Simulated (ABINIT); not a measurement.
# MgO2 (R-3m): a self-consistent loop beyond G0W0, cycle by cycle, part 2 of 3

How far does self-consistency move the gap of MgO2 (R-3m)?

ABINIT 10.8.3; LDA and many-body steps on it, plane waves. Known limits of the many-body steps: not at the basis limit; coarse k mesh.

So far. Step 5 (evGW0, cycle 1): Against G0W0 in ABINIT (4×4×4 mesh, 48 bands, screening to 130.6 eV, Godby-Needs plasmon pole), the gap moves by +0.697 eV. This first cycle still uses the starting levels; it takes the full correction, at all points of the mesh, and its linearised value is 5.023 eV. Step 6 (evGW0, cycle 2): Against the cycle before, the gap moves by −0.201 eV.

### Step 7. evGW0, cycle 3

Level of this step: evGW0 on LDA, plane waves, norm-conserving pseudopotentials (ABINIT).

File run.abi:

```
acell 3*1.0 Angstrom
rprim 
  1.604761016024 0.926509204586 3.493978874900
  -1.604761016024 0.926509204586 3.493978874900
  0.000000000000 -1.853018409173 3.493978874900
ntypat 2
znucl 12 8
natom 3
typat 1 2 2
xred 
  0.000000000000 0.000000000000 0.000000000000
  0.428786000000 0.428786000000 0.428786000000
  0.571214000000 0.571214000000 0.571214000000
pp_dirpath "pseudos"
pseudos "Mg.upf, O.upf"
ecut 38
ngkpt 4 4 4
nshiftk 1
shiftk 0 0 0
kptopt 1
chksymbreak 0
istwfk *1
occopt 1
irdwfk 1
optdriver 4
nband 48
gwcalctyp 10
ecutsigx 38
symsigma 1
nkptgw 13
kptgw 
  0.0000000000 0.0000000000 0.0000000000
  0.2500000000 0.0000000000 0.0000000000
  0.5000000000 0.0000000000 0.0000000000
  0.2500000000 0.2500000000 0.0000000000
  0.5000000000 0.2500000000 0.0000000000
  -0.2500000000 0.2500000000 0.0000000000
  0.5000000000 0.5000000000 0.0000000000
  0.2500000000 0.2500000000 0.2500000000
  0.5000000000 0.2500000000 0.2500000000
  -0.2500000000 0.2500000000 0.2500000000
  0.5000000000 0.5000000000 0.2500000000
  -0.2500000000 0.5000000000 0.2500000000
  0.5000000000 0.5000000000 0.5000000000
bdgw 
  7 19
  7 19
  7 19
  7 19
  7 19
  7 19
  7 19
  7 19
  7 19
  7 19
  7 19
  7 19
  7 19
ecuteps 4.8
irdscr 1
ppmodel 1
irdqps 1
indata_prefix "in"
outdata_prefix "out"
tmpdata_prefix "tmp"
```

Command:

```sh
$ OMP_NUM_THREADS=1 mpirun -n 8 abinit run.abi > log
```

The log of the run:

```text
.Version 10.8.3 of ABINIT. v10.8.2 released Aug 2026.

 Symmetries : space group R-3 m (#166); Bravais hR (rhombohedral)
[... echo of the input left out ...]
== DATASET  1 ==================================================================
-   mpi_nproc: 8, omp_nthreads: 1 (-1 if OMP is not activated)

--- !DatasetInfo
iteration_state: {dtset: 1, }
dimensions: {natom: 3, nkpt: 13, mband: 48, nsppol: 1, nspinor: 1, nspden: 1, mpw: 2370, }
cutoff_energies: {ecut:  38.0, pawecutdg:  -1.0, }
[...]
.  kptgw no:  3; Maximum DeltaE = (   0.020   0.000) for band index: 12
[...]
.  kptgw no: 12; Maximum DeltaE = (  -0.015  -0.008) for band index:  6
.  kptgw no: 13; Maximum DeltaE = (   0.003  -0.000) for band index:  1

== END DATASET(S) ==============================================================
================================================================================

 -outvars: echo values of variables after computation  --------
           etotal      0.0000000000E+00
            nband          48
             nkpt          13
          spgroup         166
 [... the other variables as echoed above ...]

 Calculation completed.
```

It took 61 s on 8 MPI ranks of Intel Xeon Platinum 8375C at 2.90GHz (Ice Lake), shared host; peak memory 3 GiB.

This step gave:

```yaml
quasiparticle_gap_on_the_mesh: 5.522 eV
gap_of_the_density_functional_on_the_mesh: 2.137 eV
k_of_the_valence_top: 0.5, 0.5, 0.5
k_of_the_conduction_bottom: 0.5, 0.5, 0.5
least_direct_quasiparticle_gap_on_the_computed_points: 5.522 eV
```

Against the cycle before, the gap moves by +0.003 eV.

### Step 8. Screening, 4×4×4 mesh, 48 bands, screening to 130.6 eV

This step: RPA screening on LDA, plane waves, norm-conserving pseudopotentials.

File run.abi:

```
acell 3*1.0 Angstrom
rprim 
  1.604761016024 0.926509204586 3.493978874900
  -1.604761016024 0.926509204586 3.493978874900
  0.000000000000 -1.853018409173 3.493978874900
ntypat 2
znucl 12 8
natom 3
typat 1 2 2
xred 
  0.000000000000 0.000000000000 0.000000000000
  0.428786000000 0.428786000000 0.428786000000
  0.571214000000 0.571214000000 0.571214000000
pp_dirpath "pseudos"
pseudos "Mg.upf, O.upf"
ecut 38
ngkpt 4 4 4
nshiftk 1
shiftk 0 0 0
kptopt 1
chksymbreak 0
istwfk *1
occopt 1
irdwfk 1
optdriver 3
nband 48
ecuteps 4.8
inclvkb 2
awtr 1
symchi 1
gwcalctyp 10
mbpt_sciss 3.719 eV
nqptdm 1
qptdm 
  0 0 0
indata_prefix "in"
outdata_prefix "out"
tmpdata_prefix "tmp"
```

The log of the run:

```text
.Version 10.8.3 of ABINIT. v10.8.2 released Aug 2026.

 Symmetries : space group R-3 m (#166); Bravais hR (rhombohedral)
[... echo of the input left out ...]
== DATASET  1 ==================================================================
-   mpi_nproc: 8, omp_nthreads: 1 (-1 if OMP is not activated)

--- !DatasetInfo
iteration_state: {dtset: 1, }
dimensions: {natom: 3, nkpt: 13, mband: 48, nsppol: 1, nspinor: 1, nspden: 1, mpw: 2370, }
cutoff_energies: {ecut:  38.0, pawecutdg:  -1.0, }
electrons: {nelect:   2.20000000E+01, charge:   0.00000000E+00, occopt:   1.00000000E+00, tsmear:   1.00000000E-02, }

 SCREENING: Calculation of the susceptibility and dielectric matrices

 Based on a program developped by R.W. Godby, V. Olevano, G. Onida, and L. Reining.
 Incorporated in ABINIT by V. Olevano, G.-M. Rignanese, and M. Torrent.
.Using double precision arithmetic ; gwpc =  8

[... cell and pseudopotentials left out ...]
--------------------------------------------------------------------------------

 ==== K-mesh for the wavefunctions ====
 Number of points in the irreducible wedge :    13
[... list of points left out ...]
 Together with 12 symmetry operations and time-reversal symmetry
 yields    64 points in the full Brillouin Zone.

 ==== Q-mesh for the screening function ====
 Number of points in the irreducible wedge :    13
[... list of points left out ...]
 Together with 12 symmetry operations and time-reversal symmetry
 yields    64 points in the full Brillouin Zone.

 setmesh: FFT mesh size selected  =    27x   27x   27
          total number of points  =        19683

 vcoul_init : cutoff-mode = AUXILIARY_FUNCTION
 q-points for optical limit:   1
     1)      0.000010    0.000020    0.000030

 Dielectric matrix will be calculated only for some
 selected q points provided by the user through the input variables
 nqptdm and qptdm

- screening: taking advantage of time-reversal symmetry
- Maximum band index for partially occupied states nbvw = 11
- Remaining bands to be divided among processors   nbcw = 37
- Number of bands treated by each node ~4

 rdqps: reading QP wavefunctions of the previous step
        looking for file in_QPS
 file not found, 1st iteration initialized with KS eigenelements

 screening : performing a first self-consistency
 update of the energies in W by a scissor operator
 applying a scissor operator of [eV] :   3.719

 Number of electrons calculated from density =   22.0000; Expected =   22.0000
 average of density, n =  0.104591
 r_s =    1.3167
 omega_plasma =   31.1963 [eV]

 calculating chi0 at frequencies [eV] :
  1    0.000000E+00    0.000000E+00
  2    0.000000E+00    3.119628E+01

--------------------------------------------------------------------------------
  q-point number  1        q = ( 0.000000, 0.000000, 0.000000) [r.l.u.]
--------------------------------------------------------------------------------
[... chi0 elements left out ...]
 For q-point:  0.000010 0.000020 0.000030
  dielectric constant =   2.7451
  dielectric constant without local fields =   2.9551

  Average fulfillment of the sum rule on Im[epsilon] for q-point    1 :     44.46  [%]
[... wings left out ...]
== END DATASET(S) ==============================================================
================================================================================

 -outvars: echo values of variables after computation  --------
           etotal      0.0000000000E+00
            nband          48
             nkpt          13
          spgroup         166
 [... the other variables as echoed above ...]

 Calculation completed.
```

The job ended after 7.3 s (8 MPI ranks; peak memory 1.1 GiB).

This step gave:

```yaml
eps_infinity_with_local_fields_on_this_mesh_along_the_program_s_q_direction: 2.745
the_same_without_local_fields: 2.955
plasma_frequency: 31.20 eV
plane_waves_in_the_screening_matrix: 97
```

This screening uses the functional's bands under a rigid shift, the mean opening of the cycle before.

### Step 9. Screening, 4×4×4 mesh, 48 bands, screening to 130.6 eV

This step: RPA screening on LDA from quasiparticle energies, plane waves, norm-conserving pseudopotentials.

run.abi: that of step 8 with these lines changed.

```diff
@@ -30,7 +30,18 @@
 symchi 1
+irdqps 1
 gwcalctyp 10
-mbpt_sciss 3.719 eV
-nqptdm 1
+nqptdm 12
 qptdm 
-  0 0 0
+  0.2500000000 0.0000000000 0.0000000000
+  0.5000000000 0.0000000000 0.0000000000
+  0.2500000000 0.2500000000 0.0000000000
+  0.5000000000 0.2500000000 0.0000000000
+  -0.2500000000 0.2500000000 0.0000000000
+  0.5000000000 0.5000000000 0.0000000000
+  0.2500000000 0.2500000000 0.2500000000
+  0.5000000000 0.2500000000 0.2500000000
+  -0.2500000000 0.2500000000 0.2500000000
+  0.5000000000 0.5000000000 0.2500000000
+  -0.2500000000 0.5000000000 0.2500000000
+  0.5000000000 0.5000000000 0.5000000000
 indata_prefix "in"
```

File mrgscr.stdin:

```
2
merged
q0_SCR
out_SCR
1
```

Command:

```sh
$ OMP_NUM_THREADS=1 mpirun -n 8 abinit run.abi > log; mrgscr < mrgscr.stdin
```

The log of the run:

```text
.Version 10.8.3 of ABINIT. v10.8.2 released Aug 2026.

 Symmetries : space group R-3 m (#166); Bravais hR (rhombohedral)
[... echo of the input left out ...]
== DATASET  1 ==================================================================
-   mpi_nproc: 8, omp_nthreads: 1 (-1 if OMP is not activated)

--- !DatasetInfo
iteration_state: {dtset: 1, }
dimensions: {natom: 3, nkpt: 13, mband: 48, nsppol: 1, nspinor: 1, nspden: 1, mpw: 2370, }
cutoff_energies: {ecut:  38.0, pawecutdg:  -1.0, }
[...]
q-point number  1        q = ( 0.250000, 0.000000, 0.000000) [r.l.u.]
--------------------------------------------------------------------------------
[... chi0 elements left out ...]
  Average fulfillment of the sum rule on Im[epsilon] for q-point    2 :     59.28  [%]

--------------------------------------------------------------------------------
  q-point number  2        q = ( 0.500000, 0.000000, 0.000000) [r.l.u.]
--------------------------------------------------------------------------------
[... chi0 elements left out ...]
  Average fulfillment of the sum rule on Im[epsilon] for q-point    3 :     51.68  [%]

 [... 10 further q-points ...]
```

Run time: 14 s. Hardware: 8 MPI ranks; peak memory 1.1 GiB.

This step gave:

```yaml
plasma_frequency: 31.20 eV
plane_waves_in_the_screening_matrix: 97
```

This screening reads the quasiparticle levels of the cycle before.

### Step 10. evGW, cycle 1

This step: evGW on LDA, plane waves, norm-conserving pseudopotentials.

run.abi: that of step 9 with these lines changed.

```diff
@@ -24,12 +24,10 @@
 irdwfk 1
-optdriver 3
+optdriver 4
 nband 48
-ecuteps 4.8
-inclvkb 2
-awtr 1
-symchi 1
-irdqps 1
 gwcalctyp 10
-nqptdm 12
-qptdm 
+ecutsigx 38
+symsigma 1
+nkptgw 13
+kptgw 
+  0.0000000000 0.0000000000 0.0000000000
   0.2500000000 0.0000000000 0.0000000000
@@ -46,2 +44,20 @@
   0.5000000000 0.5000000000 0.5000000000
+bdgw 
+  7 19
+  7 19
+  7 19
+  7 19
+  7 19
+  7 19
+  7 19
+  7 19
+  7 19
+  7 19
+  7 19
+  7 19
+  7 19
+ecuteps 4.8
+irdscr 1
+ppmodel 1
+irdqps 1
 indata_prefix "in"
```

Command:

```sh
$ OMP_NUM_THREADS=1 mpirun -n 8 abinit run.abi > log
```

The log of the run:

```text
.Version 10.8.3 of ABINIT. v10.8.2 released Aug 2026.

 Symmetries : space group R-3 m (#166); Bravais hR (rhombohedral)
[... echo of the input left out ...]
== DATASET  1 ==================================================================
-   mpi_nproc: 8, omp_nthreads: 1 (-1 if OMP is not activated)

--- !DatasetInfo
iteration_state: {dtset: 1, }
dimensions: {natom: 3, nkpt: 13, mband: 48, nsppol: 1, nspinor: 1, nspden: 1, mpw: 2370, }
cutoff_energies: {ecut:  38.0, pawecutdg:  -1.0, }
[...]
.  kptgw no:  3; Maximum DeltaE = (   0.389  -0.000) for band index:  2
[...]
.  kptgw no: 12; Maximum DeltaE = (   0.375  -0.001) for band index:  2
.  kptgw no: 13; Maximum DeltaE = (   0.430   0.001) for band index:  2

== END DATASET(S) ==============================================================
================================================================================

 -outvars: echo values of variables after computation  --------
           etotal      0.0000000000E+00
            nband          48
             nkpt          13
          spgroup         166
 [... the other variables as echoed above ...]

 Calculation completed.
```

Elapsed: 59 s, on 8 MPI ranks; peak memory 3 GiB.

This step gave:

```
quasiparticle gap on the mesh                         : 6.370 eV
gap of the density functional on the mesh             : 2.137 eV
k of the valence top                                  : 0.5, 0.5, 0.5
k of the conduction bottom                            : 0.5, 0.5, 0.5
least direct quasiparticle gap on the computed points : 6.370 eV
```

Against G0W0 in ABINIT (4×4×4 mesh, 48 bands, screening to 130.6 eV, Godby-Needs plasmon pole), the gap moves by +1.347 eV.

### Step 11. Screening, 4×4×4 mesh, 48 bands, screening to 130.6 eV

This step: RPA screening on LDA, plane waves, norm-conserving pseudopotentials.

File run.abi:

```
acell 3*1.0 Angstrom
rprim 
  1.604761016024 0.926509204586 3.493978874900
  -1.604761016024 0.926509204586 3.493978874900
  0.000000000000 -1.853018409173 3.493978874900
ntypat 2
znucl 12 8
natom 3
typat 1 2 2
xred 
  0.000000000000 0.000000000000 0.000000000000
  0.428786000000 0.428786000000 0.428786000000
  0.571214000000 0.571214000000 0.571214000000
pp_dirpath "pseudos"
pseudos "Mg.upf, O.upf"
ecut 38
ngkpt 4 4 4
nshiftk 1
shiftk 0 0 0
kptopt 1
chksymbreak 0
istwfk *1
occopt 1
irdwfk 1
optdriver 3
nband 48
ecuteps 4.8
inclvkb 2
awtr 1
symchi 1
gwcalctyp 10
mbpt_sciss 4.639 eV
nqptdm 1
qptdm 
  0 0 0
indata_prefix "in"
outdata_prefix "out"
tmpdata_prefix "tmp"
```

The log of the run:

```text
.Version 10.8.3 of ABINIT. v10.8.2 released Aug 2026.

 Symmetries : space group R-3 m (#166); Bravais hR (rhombohedral)
[... echo of the input left out ...]
== DATASET  1 ==================================================================
-   mpi_nproc: 8, omp_nthreads: 1 (-1 if OMP is not activated)

--- !DatasetInfo
iteration_state: {dtset: 1, }
dimensions: {natom: 3, nkpt: 13, mband: 48, nsppol: 1, nspinor: 1, nspden: 1, mpw: 2370, }
cutoff_energies: {ecut:  38.0, pawecutdg:  -1.0, }
[...]
[... chi0 elements left out ...]
 For q-point:  0.000010 0.000020 0.000030
  dielectric constant =   2.6331
  dielectric constant without local fields =   2.8243

  Average fulfillment of the sum rule on Im[epsilon] for q-point    1 :     45.51  [%]
[... wings left out ...]
== END DATASET(S) ==============================================================
================================================================================

 -outvars: echo values of variables after computation  --------
           etotal      0.0000000000E+00
            nband          48
             nkpt          13
          spgroup         166
 [... the other variables as echoed above ...]

 Calculation completed.
```

It took 7.2 s on 8 MPI ranks; peak memory 1.1 GiB.

This step gave:

```yaml
eps_infinity_with_local_fields_on_this_mesh_along_the_program_s_q_direction: 2.633
the_same_without_local_fields: 2.824
plasma_frequency: 31.20 eV
plane_waves_in_the_screening_matrix: 97
```

This screening uses the functional's bands under a rigid shift, the mean opening of the cycle before.

### Step 12. Screening, 4×4×4 mesh, 48 bands, screening to 130.6 eV

This step: RPA screening on LDA from quasiparticle energies, plane waves, norm-conserving pseudopotentials.

run.abi: that of step 11 with these lines changed.

```diff
@@ -30,7 +30,18 @@
 symchi 1
+irdqps 1
 gwcalctyp 10
-mbpt_sciss 4.639 eV
-nqptdm 1
+nqptdm 12
 qptdm 
-  0 0 0
+  0.2500000000 0.0000000000 0.0000000000
+  0.5000000000 0.0000000000 0.0000000000
+  0.2500000000 0.2500000000 0.0000000000
+  0.5000000000 0.2500000000 0.0000000000
+  -0.2500000000 0.2500000000 0.0000000000
+  0.5000000000 0.5000000000 0.0000000000
+  0.2500000000 0.2500000000 0.2500000000
+  0.5000000000 0.2500000000 0.2500000000
+  -0.2500000000 0.2500000000 0.2500000000
+  0.5000000000 0.5000000000 0.2500000000
+  -0.2500000000 0.5000000000 0.2500000000
+  0.5000000000 0.5000000000 0.5000000000
 indata_prefix "in"
```

mrgscr.stdin is that of step 9.

Command:

```sh
$ OMP_NUM_THREADS=1 mpirun -n 8 abinit run.abi > log; mrgscr < mrgscr.stdin
```

The log of the run:

```text
.Version 10.8.3 of ABINIT. v10.8.2 released Aug 2026.

 Symmetries : space group R-3 m (#166); Bravais hR (rhombohedral)
[... echo of the input left out ...]
== DATASET  1 ==================================================================
-   mpi_nproc: 8, omp_nthreads: 1 (-1 if OMP is not activated)

--- !DatasetInfo
iteration_state: {dtset: 1, }
dimensions: {natom: 3, nkpt: 13, mband: 48, nsppol: 1, nspinor: 1, nspden: 1, mpw: 2370, }
cutoff_energies: {ecut:  38.0, pawecutdg:  -1.0, }
[...]
q-point number  1        q = ( 0.250000, 0.000000, 0.000000) [r.l.u.]
--------------------------------------------------------------------------------
[... chi0 elements left out ...]
  Average fulfillment of the sum rule on Im[epsilon] for q-point    2 :     60.80  [%]

--------------------------------------------------------------------------------
  q-point number  2        q = ( 0.500000, 0.000000, 0.000000) [r.l.u.]
--------------------------------------------------------------------------------
[... chi0 elements left out ...]
  Average fulfillment of the sum rule on Im[epsilon] for q-point    3 :     52.72  [%]

 [... 10 further q-points ...]
```

Run time: 20 s. Hardware: 8 MPI ranks; peak memory 1.1 GiB; 2.7 min of CPU time.

Numbers from this step:

| Quantity | Value |
| --- | --- |
| plasma frequency | 31.20 eV |
| plane waves in the screening matrix | 97 |

This screening reads the quasiparticle levels of the cycle before.

### Step 13. evGW, cycle 2

This step: evGW on LDA, plane waves, norm-conserving pseudopotentials.

run.abi: that of step 12 with these lines changed.

```diff
@@ -24,12 +24,10 @@
 irdwfk 1
-optdriver 3
+optdriver 4
 nband 48
-ecuteps 4.8
-inclvkb 2
-awtr 1
-symchi 1
-irdqps 1
 gwcalctyp 10
-nqptdm 12
-qptdm 
+ecutsigx 38
+symsigma 1
+nkptgw 13
+kptgw 
+  0.0000000000 0.0000000000 0.0000000000
   0.2500000000 0.0000000000 0.0000000000
@@ -46,2 +44,20 @@
   0.5000000000 0.5000000000 0.5000000000
+bdgw 
+  7 19
+  7 19
+  7 19
+  7 19
+  7 19
+  7 19
+  7 19
+  7 19
+  7 19
+  7 19
+  7 19
+  7 19
+  7 19
+ecuteps 4.8
+irdscr 1
+ppmodel 1
+irdqps 1
 indata_prefix "in"
```

Command:

```sh
$ OMP_NUM_THREADS=1 mpirun -n 8 abinit run.abi > log
```

The log of the run:

```text
.Version 10.8.3 of ABINIT. v10.8.2 released Aug 2026.

 Symmetries : space group R-3 m (#166); Bravais hR (rhombohedral)
[... echo of the input left out ...]
== DATASET  1 ==================================================================
-   mpi_nproc: 8, omp_nthreads: 1 (-1 if OMP is not activated)

--- !DatasetInfo
iteration_state: {dtset: 1, }
dimensions: {natom: 3, nkpt: 13, mband: 48, nsppol: 1, nspinor: 1, nspden: 1, mpw: 2370, }
cutoff_energies: {ecut:  38.0, pawecutdg:  -1.0, }
[...]
.  kptgw no:  3; Maximum DeltaE = (   0.063   0.003) for band index:  2
[...]
.  kptgw no: 12; Maximum DeltaE = (   0.043   0.000) for band index: 12
.  kptgw no: 13; Maximum DeltaE = (  -0.071   0.000) for band index: 11

== END DATASET(S) ==============================================================
================================================================================

 -outvars: echo values of variables after computation  --------
           etotal      0.0000000000E+00
            nband          48
             nkpt          13
          spgroup         166
 [... the other variables as echoed above ...]

 Calculation completed.
```

It took 64 s on 8 MPI ranks; peak memory 3 GiB.

This step gave:

* quasiparticle gap on the mesh: 6.507 eV
* gap of the density functional on the mesh: 2.137 eV
* k of the valence top: 0.5, 0.5, 0.5
* k of the conduction bottom: 0.5, 0.5, 0.5
* least direct quasiparticle gap on the computed points: 6.507 eV

Against the cycle before, the gap moves by +0.137 eV.

(Part 2 of 3 ends here.)

[Paths, hosts, dates, memory and timing lines, banners, echoed tables and standing remarks are left out of the program output.]

[Logs are printed without paths, hosts, clocks, repeated set-up lines and the standing remarks that a program may print on its own settings, such as how far it seeks lower states.]

[Runs of the session that timed out or met a known fault of the program may be left out.]

[Hosts, paths, dates, database ids (printed as entryN), source tags and the programs' standing remarks are cut or masked in the printed files.]

[G0W0 gaps are taken among the corrected bands and points alone; a level outside them can change the order at an edge.]

[Where Ansatz stands beside ABINIT at settings called matched, ABINIT's density can come from a denser mesh and the files from another edition; pairs whose starting gaps differed by over 0.03 eV were left out, so agreement reads better than it is.]
